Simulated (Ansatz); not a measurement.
Two G0W0 runs on SnH5CN2Cl3 (Amm2).

```xyz
12
Lattice="6.0405 0.0000 0.0000 0.0000 3.8592 4.1539 0.0000 -3.8592 4.1539" Properties=species:S:1:pos:R:3 pbc="T T T"
Sn    3.0202    0.0000    3.0926
H     1.2413    0.0000    6.0274
H     4.7992    0.0000    6.0274
H     1.9914    0.0000    7.6114
H     4.0490    0.0000    7.6114
H     0.0000    0.0000    0.4430
C     0.0000    0.0000    7.6574
N     1.1543    0.0000    7.0415
N     4.8862    0.0000    7.0415
Cl    3.0202    1.9473    5.0139
Cl    3.0202   -1.9473    5.0139
Cl    0.0000    0.0000    3.2729
```

The cell and positions are those that the Materials Project relaxed with its own functionals (PBE, PBE+U or r2SCAN), kept fixed.

The first (Ansatz 0.2.0; start PBE, 2×2×2 mesh, 807 empty bands, screening to 150 eV, PAW set soft_1 files; 1 × NVIDIA H100 80GB HBM3 (shared by 6 runs) with 2 threads of AMD EPYC 7R13 (Zen 3), shared host) gave, on its mesh: starting gap 1.25 eV, G0W0 gap 2.22 eV, RPA ε∞ (mean) 9.56, 19 s.

The second gave: starting gap 3.59 eV, G0W0 gap 3.43 eV, RPA ε∞ (mean) 3.66, 1.9 min.

Q: What was changed in the input? Choose among start, files, mesh, bands and cutoff, frequency model or another key.

Changed: start from PBE to PBE with 40 % exact exchange. A jump of this size in the start, with ε∞ moving the other way, marks another functional. Other changes could give like numbers; this is the one that was made.

Limits: not at the basis limit; no spin-orbit coupling; coarse k mesh.

[Paths, hosts, dates, memory and timing lines, banners, echoed tables and standing remarks are left out of the program output.]

[Logs are printed without paths, hosts, clocks, repeated set-up lines and the standing remarks that a program may print on its own settings, such as how far it seeks lower states.]

[Runs of the session that timed out or met a known fault of the program may be left out.]

[Cells called generated may have been cut or substituted from an entry of the Crystallography Open Database or the Materials Project.]

[Hosts, paths, dates, database ids (printed as entryN), source tags and the programs' standing remarks are cut or masked in the printed files.]
